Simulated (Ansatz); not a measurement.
## Formation energy and levels of the substitutional impurity W_B in BP (F-43m)

Aim: at which Fermi levels does W_B in BP (F-43m) change its charge? The model is a cell of 54 host atoms with 1 B taken out and 1 W put in.

Main program and level: Ansatz 0.2.0; place-levels on r2SCAN runs: charge-transition levels and formation energies with image-charge correction and potential alignment at the atomic sites; PAW set soft_1.

### 1. The structure

The cell holds 54 atoms: 26 B, 27 P and 1 W. Its edges and angles: a = 9.623 Å, b = 9.623 Å, c = 9.623 Å, α = 60.0°, β = 60.0°, γ = 60.0°. It derives from BP (space group F-43m). Nearest the centre at fractional (0.667, 0.333, 0.667): W47 at 0.00 Å, P22 at 1.96 Å, P40 at 1.96 Å, P24 at 1.96 Å, P28 at 1.96 Å, B41 at 3.21 Å, B35 at 3.21 Å, B29 at 3.21 Å.

Screening for the image-charge correction: ε∞ = 9.31, ε0 = 9.42, computed on the host (DFPT, PBEsol, on the r2SCAN cell), and a cell off the functional's own equilibrium shifts the ionic part.

The cell's shortest repeat is 9.6 Å.

### 2. What was run first

A transition level is the Fermi level at which two charge states cost the same, so each charge needs its own total energy, at its own relaxed structure.

Random displacements of about 0.05 Å break the site symmetry at the start, so that the relaxation can reach a distorted minimum if there is one. Forces are taken on a 2×2×2 shifted mesh. The cell holds 1 electron more than the neutral one, with a uniform background that keeps it neutral on the whole.

The sampling was tested on the host first: at the k-points planned (1x1x1 shifted 0.25 0.25 0.25) its energy lies 0.152 eV an atom from the dense-mesh value, so the final energies take a denser sampling.

One state's input; the others differ in charge, spin, start and seed, and in occupations where the table says so.

Contents of qm1.relax/input.yaml:

```yaml
crystal:
  lattice:
    - [0.0, 6.80455623, 6.80455623]
    - [6.80455623, 0.0, 6.80455623]
    - [6.80455623, 6.80455623, 0.0]
  atoms:
    - { symbol: B, position: [0.0, 0.0, 0.0] }
    - { symbol: P, position: [0.25, 0.25, 0.25] }
[... 2 atom lines left out ...]
    - { symbol: B, position: [0.0, 0.0, 0.66666667] }
    - { symbol: P, position: [0.25, 0.25, 0.91666667] }
[... 2 atom lines left out ...]
    - { symbol: B, position: [0.0, 0.33333333, 0.33333333] }
    - { symbol: P, position: [0.25, 0.58333333, 0.58333333] }
    - { symbol: B, position: [0.0, 0.33333333, 0.66666667] }
[... 10 atom lines left out ...]
    - { symbol: P, position: [0.58333333, 0.25, 0.58333333] }
[... 1 atom line left out ...]
    - { symbol: P, position: [0.58333333, 0.25, 0.91666667] }
    - { symbol: B, position: [0.33333333, 0.33333333, 0.0] }
    - { symbol: P, position: [0.58333333, 0.58333333, 0.25] }
[... 1 atom line left out ...]
    - { symbol: P, position: [0.58333333, 0.58333333, 0.58333333] }
    - { symbol: B, position: [0.33333333, 0.33333333, 0.66666667] }
[... 5 atom lines left out ...]
    - { symbol: B, position: [0.33333333, 0.66666667, 0.66666667] }
[... 1 atom line left out ...]
    - { symbol: B, position: [0.66666667, 0.0, 0.0] }
[... 2 atom lines left out ...]
    - { symbol: P, position: [0.91666667, 0.25, 0.58333333] }
    - { symbol: B, position: [0.66666667, 0.0, 0.66666667] }
[... 1 atom line left out ...]
    - { symbol: B, position: [0.66666667, 0.33333333, 0.0] }
[... 1 atom line left out ...]
    - { symbol: B, position: [0.66666667, 0.33333333, 0.33333333] }
[... 1 atom line left out ...]
    - { symbol: W, position: [0.66666667, 0.33333333, 0.66666667] }
[... 3 atom lines left out ...]
    - { symbol: B, position: [0.66666667, 0.66666667, 0.33333333] }
[... 1 atom line left out ...]
    - { symbol: B, position: [0.66666667, 0.66666667, 0.66666667] }
    - { symbol: P, position: [0.91666667, 0.91666667, 0.91666667] }
  host:
    repeats: [3, 3, 3]
    atoms:
      - { symbol: B, position: [0.0, 0.0, 0.0] }
      - { symbol: P, position: [0.75, 0.75, 0.75] }
total_charge: -1
basis:
  ecutwfc: 500
  xc_grid: 2
hamiltonian:
  xc: r2scan
  pseudopotentials: { kind: paw, azcp: { folder: soft_1 } }
kpoints:
  mp_grid: { grid: [2, 2, 2], shift: [0.5, 0.5, 0.5] }
scf:
  occupations: { method: fixed }
  max_iter: 80
output:
  forces: true
  charged_corrections:
    epsilon: 9.31
    static_epsilon: 9.42
    defect_position: [0.666667, 0.333333, 0.666667]
relax:
  f_tol: 0.02
  max_steps: 80
  random_displacement: { amplitude: 0.05, seed: 1806 }
checkpoint:
  write: "../qm1.relax.run"
  compress: false
  write_wavefunctions: true
  write_every: 100000
```

Started as:

```bash
ansatz run input.yaml --threads 4 --pin off --max-ram 7536MiB --backend cpu --events-out ev --progress --plain --runs-dir out
```

The run of this state that the levels use, under r2SCAN:

Contents of qm1.point/input.yaml:

```yaml
crystal:
  checkpoint: "../qm1.relax.run"
  host: checkpoint
total_charge: -1
basis:
  ecutwfc: 500
  xc_grid: 2
hamiltonian:
  xc: r2scan
  pseudopotentials: { kind: paw, azcp: { folder: soft_1 } }
kpoints:
  mp_grid: { grid: [2, 2, 2], shift: [0.5, 0.5, 0.5] }
scf:
  occupations: { method: fixed }
  max_iter: 80
output:
  forces: true
  eigenvalues: true
  charged_corrections:
    epsilon: 9.31
    static_epsilon: 9.42
    defect_position: [0.666667, 0.333333, 0.666667]
  eigenstates: { localisation: true }
  populations: true
  band_densities: [{ bands: [v1, v1] }, { bands: [c1, c1] }]
  write_density: true
  write_potential: true
  volumetric_format: npy
checkpoint:
  read: "../qm1.relax.run"
  write: "../qm1.point.run"
  compress: false
  write_wavefunctions: false
  write_every: 100000
```

Relaxations under r2SCAN at a 2×2×2 shifted mesh; times on 4 threads of Arm Neoverse V1, shared host:

```
charge  moment (μB)  occupations    outcome  steps  largest displacement against the far atoms (Å)     time
    −1            0        fixed  converged      5                                            0.24  2.8 min
    −1            4        fixed  converged     14                                            0.60   13 min
    −1            2        fixed  converged      7                                            0.26  9.6 min
     0            1        fixed  converged     10                                            0.28   12 min
     0            3        fixed  converged      6                                            0.29  6.7 min
    +1            0        fixed  converged      6                                            0.31  3.5 min
    +1            2        fixed  converged      5                                            0.30  5.7 min
    +2            1        fixed  converged      5                                            0.32  5.9 min
```

Single points under r2SCAN at a 2×2×2 shifted mesh; times on 4 threads of Arm Neoverse V1, shared host:

```
charge  moment (μB)  occupations    outcome  time
    −1            0        fixed  converged  28 s
    −1            4        fixed  converged  65 s
    −1            2        fixed  converged  58 s
     0            1        fixed  converged  63 s
     0            3        fixed  converged  57 s
    +1            0        fixed  converged  30 s
    +1            2        fixed  converged  58 s
    +2            1        fixed  converged  58 s
```

Distances (Å) from W47 to the nearest atoms after relaxation with r2SCAN:

```
charge  moment (μB)      1.      2.      3.      4.      5.      6.
    −1            0  P 2.19  P 2.20  P 2.20  P 2.20  B 3.24  B 3.24
    −1            4  P 2.24  P 2.27  P 2.27  P 2.27  B 3.03  B 3.03
    −1            2  P 2.22  P 2.22  P 2.22  P 2.22  B 3.24  B 3.24
     0            1  P 2.21  P 2.22  P 2.22  P 2.22  B 3.23  B 3.23
     0            3  P 2.24  P 2.24  P 2.24  P 2.25  B 3.22  B 3.22
    +1            0  P 2.23  P 2.24  P 2.24  P 2.24  B 3.22  B 3.22
    +1            2  P 2.24  P 2.25  P 2.25  P 2.25  B 3.24  B 3.24
    +2            1  P 2.25  P 2.26  P 2.26  P 2.26  B 3.23  B 3.23
```

### 3. Placing the levels, r2SCAN

A charged cell interacts with its images and the background, and its potential has another zero than the host's. place-levels removes the first by a point-charge model, screened by the static dielectric constant since the ions have relaxed around the charge, and the second by comparing potentials at atoms far from the defect.

The host is a run of the defect-free crystal in the same cutoffs, grids and k-points, so that basis and sampling errors cancel in part in the differences. The host is run in a cell of 2 atoms on a matching mesh. Its band edges are searched through the zone by a band path, so the gap is smaller than, or equal to, that on the mesh. Chemical potentials are energies per atom of B (alpha-rhombohedral (B12)) and W (bcc), run with the same functional and cutoff.

Contents of levels.point.yaml:

```yaml
host:
  run: host.point.run
states: [qm1.point.run, qm1_M4.point.run, qm1_M2.point.run, q0_M1.point.run, q0_M3.point.run, qp1.point.run, qp1_M2.point.run, qp2_M1.point.run]
geometry_from:
  qm1.point.run: qm1.relax.run
  qm1_M4.point.run: qm1_M4.relax.run
  qm1_M2.point.run: qm1_M2.relax.run
  q0_M1.point.run: q0_M1.relax.run
  q0_M3.point.run: q0_M3.relax.run
  qp1.point.run: qp1.relax.run
  qp1_M2.point.run: qp1_M2.relax.run
  qp2_M1.point.run: qp2_M1.relax.run
  host.point.run: host.relax.run
chemical_potentials:
  B:
    energy: -156.554104
    dataset: <sha256 of the dataset>
  W:
    energy: -10398.256653
    dataset: <sha256 of the dataset>
epsilon: 9.31
static_epsilon: 9.42
vertical:
  - { from: qm1.point.run, to: qm1.point_neutral.run }
  - { from: qm1_M4.point.run, to: qm1_M4.point_neutral.run }
  - { from: qm1_M2.point.run, to: qm1_M2.point_neutral.run }
  - { from: qp1.point.run, to: qp1.point_neutral.run }
  - { from: qp1_M2.point.run, to: qp1_M2.point_neutral.run }
  - { from: qp2_M1.point.run, to: qp2_M1.point_neutral.run }
```

Started as:

```bash
ansatz place-levels levels.point.yaml -- --threads 4 --pin off --max-ram 7536MiB
```

Numbers of over 12 decimals in the logs are rounded to 6 here.

Output:

```text
[... repeated set-up lines and file paths are left out, and long positions are rounded to six places ...]
(+2/+1) 0.011 eV beneath the valence edge (-0.859 eV without the band-filling correction), in the valence band
(+1/0) 0.551 eV above the valence edge, 0.856 eV under the conduction edge
(0/-1) 1.303 eV above the valence edge, 0.104 eV under the conduction edge
formation energy of charge +2: +5.643 eV with the Fermi level at the valence edge
formation energy of charge +1: +5.632 eV with the Fermi level at the valence edge
formation energy of charge 0: +6.183 eV with the Fermi level at the valence edge
formation energy of charge -1: +7.486 eV with the Fermi level at the valence edge
vertical -1 to 0: no energy, since no alignment is typed
  the change from vertical[0].from (qm1.point.run) to vertical[0].to (qm1.point_neutral.run): by its potential at epsilon 9.31 it stands at 0.645 0.311 0.644, with an rms radius of about 1.9 Å (1.1 1.1 1.1 Å across the planes of the cell's vectors); [...]
vertical -1 to 0: no energy, since no alignment is typed
[...]
of vertical[0].to (qm1.point_neutral.run): band_overlap_at_count; stability_check_not_made
  of vertical[1].from (qm1_M4.point.run): its moments are held at its close (magnetization.spin_locking), by a field of 0.409 eV a Bohr magneton, and its energy and levels are of the state that this holds: a run that lets them go can end lower; [...]
  of vertical[1].to (qm1_M4.point_neutral.run): band_overlap_at_count; stability_check_not_made
  of vertical[2].from (qm1_M2.point.run): its moments are held at its close (magnetization.spin_locking), by a field of 0.410 eV a Bohr magneton, and its energy and levels are of the state that this holds: a run that lets them go can end lower; [...]
  of vertical[2].to (qm1_M2.point_neutral.run): band_overlap_at_count; stability_check_not_made
  of vertical[3].from (qp1.point.run): band_overlap_at_count; of the run under geometry_from: band_overlap_at_count
  of vertical[3].to (qp1.point_neutral.run): band_overlap_at_count; stability_check_not_made
  of vertical[4].from (qp1_M2.point.run): stability_check_not_made
  of vertical[4].to (qp1_M2.point_neutral.run): band_overlap_at_count; stability_check_not_made
  of vertical[5].from (qp2_M1.point.run): stability_check_not_made; [...]
  of vertical[5].to (qp2_M1.point_neutral.run): band_overlap_at_count; stability_check_not_made
```

Elapsed: 0.89 s, on 4 threads of Arm Neoverse V1, shared host.

Levels between the charges placed, in eV above the valence top:

```
        gap (eV)  (+2/+1)  (+1/0)  (0/−1)
r2SCAN      1.41    -0.01    0.55    1.30
```

Corrections by state:

```
charge  moment (μB)  image terms and alignment (eV)  band filling (eV)  ε used  over the lowest of its charge, as the program ranks them, band filling apart (eV)
    +2          1.0                           1.716             -0.847    9.42                                                                              0.000
    +1          2.0                           0.669                  -    9.42                                                                              0.000
     0          1.0                           0.000                  -       -                                                                              0.000
    −1          0.0                          -0.192                  -    9.42                                                                              0.000
    +1          0.0                           0.658                  -    9.42                                                                              0.462
     0          3.0                           0.000                  -       -                                                                              0.650
    −1          2.0                          -0.242                  -    9.42                                                                              0.530
    −1          4.0                          -0.273                  -    9.42                                                                              1.293
```

The charged structures listed were also run neutral, and place-levels reads from each pair, by the potential or the spins, how wide the charge is by which they differ; that can be the carrier of either run.

```
charge  rms radius (Å)  spread where it is widest against the cell (Å)  wide from (Å)  reading
    +2             2.3                                            1.37           1.36     wide
    +1             1.8                                            1.02           1.36   narrow
    −1             1.9                                            1.08           1.36   narrow
```

The neutral runs of these pairs need not share the spin of the lowest neutral state, and very wide values only mean spread over the cell.

From the program's caveats on the states, each cut to its opening words:

- charge +2 (1 μB): it parts from the run at its places by a charge that spreads by about 1.4 Å along one vector (1.4 Å or more is wide), by its potential at epsilon 9.31, taken [...]
- charge +2 (1 μB): a band-filling correction moves a carrier to the host's band edge, which changes its energy by -0.847 eV
- charge +2 (1 μB): its alignment with the host at atomic sites is doubtful: the mean over the far sites moves by -0.1335 eV from their farther parts to their nearer, more than [...]
- charge +2 (1 μB), +1 (2 μB), 0 (1 μB), 0 (3 μB), −1 (2 μB), −1 (4 μB): flagged: stability check not made
- charge +1 (2 μB): its alignment with the host at atomic sites is doubtful: the mean over the far sites moves by -0.0591 eV from their farther parts to their nearer, more than [...]
- charge 0 (1 μB), +1, −1 (2 μB): filled levels lie above empty ones at the fixed electron count
- charge −1: its alignment with the host at atomic sites is doubtful: the mean over the far sites moves by +0.1135 eV from their farther parts to their nearer, more than [...]
- charge +1: its alignment with the host at atomic sites is doubtful: the mean over the far sites moves by -0.0800 eV from their farther parts to their nearer, more than [...]
- charge 0 (3 μB): its moments are held at its close (magnetization.spin_locking), by a field of 0.344 eV a Bohr magneton, and its energy and levels are of the state that this [...]
- charge −1 (2 μB): it parts from the run at its places by a charge that spreads by about 2.1 Å along one vector (1.4 Å or more is wide), by its potential at epsilon 9.31, taken [...]
- charge −1 (2 μB): its alignment with the host at atomic sites is doubtful: the mean over the far sites moves by +0.0780 eV from their farther parts to their nearer, more than [...]
- charge −1 (2 μB): its moments are held at its close (magnetization.spin_locking), by a field of 0.410 eV a Bohr magneton, and its energy and levels are of the state that this [...]
- charge −1 (4 μB): it parts from the run at its places by a charge that spreads by about 2.4 Å along one vector (1.4 Å or more is wide), by its potential at epsilon 9.31, taken [...]
- charge −1 (4 μB): its moments are held at its close (magnetization.spin_locking), by a field of 0.409 eV a Bohr magneton, and its energy and levels are of the state that this [...]

The host's formation energy from the elements is -0.484 eV per atom; it sets how far the chemical potentials can move.

Limit set by the element alone; other compounds of these elements are not counted. Chemical potentials from the elements' reference states: B 0.00 eV, P -0.97 eV, W 0.00 eV. Formation energy by charge state (B-rich; gap 1.41 eV):

```
charge  at valence top (eV)  at conduction bottom (eV)  correction included (eV)
    +2                 5.64                       8.46                      0.87
    +1                 5.63                       7.04                      0.67
     0                 6.18                       6.18                      0.00
    −1                 7.49                       6.08                     -0.19
```

```
Fermi level (eV)  lowest formation energy (eV)
            0.00                          5.63
            0.13                          5.76
            0.26                          5.89
            0.38                          6.02
            0.51                          6.14
            0.64                          6.18
            0.77                          6.18
            0.90                          6.18
            1.02                          6.18
            1.15                          6.18
            1.28                          6.18
            1.41                          6.08
```

Limit set by the element alone; other compounds of these elements are not counted. Chemical potentials from the elements' reference states: P 0.00 eV, B -0.97 eV, W 0.00 eV. Formation energies (P-rich), with the Fermi level at the valence top and at the conduction bottom (gap 1.41 eV):

```
charge  at valence top (eV)  at conduction bottom (eV)  correction included (eV)
    +2                 4.67                       7.49                      0.87
    +1                 4.66                       6.07                      0.67
     0                 5.21                       5.21                      0.00
    −1                 6.52                       5.11                     -0.19
```

```tsv
Fermi level (eV)	lowest formation energy (eV)
0.00	4.66
0.13	4.79
0.26	4.92
0.38	5.05
0.51	5.17
0.64	5.21
0.77	5.21
0.90	5.21
1.02	5.21
1.15	5.21
1.28	5.21
1.41	5.11
```

### 4. What came out

```yaml
gap_of_the_host: 1.41 eV (r2SCAN)
level_plus_2_plus_1: 0.01 eV below the valence top (-0.86 eV above the valence top without the band-filling term)
level_plus_1_over_0: 0.55 eV above the valence top
level_0_minus_1: 1.30 eV above the valence top
lowest_of_the_charges_placed_just_above_the_valence_top_0p02_ev: +1
lowest_of_the_charges_placed_just_below_the_conduction_bottom_0p02_ev: −1
lowest_formation_energy_at_mid_gap_of_the_charges_run_b_rich: 6.18 eV
lowest_formation_energy_at_mid_gap_of_the_charges_run_p_rich: 5.21 eV
```

What this shows: Of the charges placed (−1, 0, +1 and +2), the lowest changes at 0.55 eV (+1/0) and 1.30 eV (0/−1) above the valence top, in a gap of 1.41 eV. (+1/0) and (0/−1) lie nearer to a band edge than the share of the finite-size correction in them (0.67 and 0.19 eV), and that correction holds for a localised charge alone. (0/−1) lies 0.10 eV from a band edge, less than the doubt on such levels. Charges below −1 were not placed, so these runs say nothing of levels that involve them. States placed: +2 at 1 μB; +1 at 2 μB and 0 μB; 0 at 1 μB and 3 μB; −1 at 0 μB, 2 μB and 4 μB. Other spin states or structures, where not listed, weren't placed. The program finds carriers beyond a band edge of the host and adds a band-filling term at charge +2 (-0.85 eV); steps to such a charge show no bound level, and a defect level inside a band would be read the same way. Corrections reach 1.7 eV, so the cell is small for these charges and their levels are rough. W is taken at its element; compounds, which aren't counted here, bound the chemical potentials and would shift these formation energies. The program doubts the alignment of potentials for at least one state, a sign that the cell is small. Keep in mind: r2SCAN makes the gap too small and tends to spread out bound carriers; spin–orbit coupling, which can matter with heavy atoms, is left out.

[Logs are printed without paths, hosts, clocks, repeated set-up lines and the standing remarks that a program may print on its own settings, such as how far it seeks lower states.]

[Hosts, paths, dates, database ids (printed as entryN), source tags and the programs' standing remarks are cut or masked in the printed files.]

[Where a table of states has a column of steps, it counts the stored structures, which are thinned; the runs took as many ionic steps or more.]

[A defect's name tells the site on which it was built; relaxed atoms can leave that site.]

[For some hosts the program warned that the k-mesh of the response run may be too coarse for force constants and the static dielectric constant; such warnings are not shown here.]
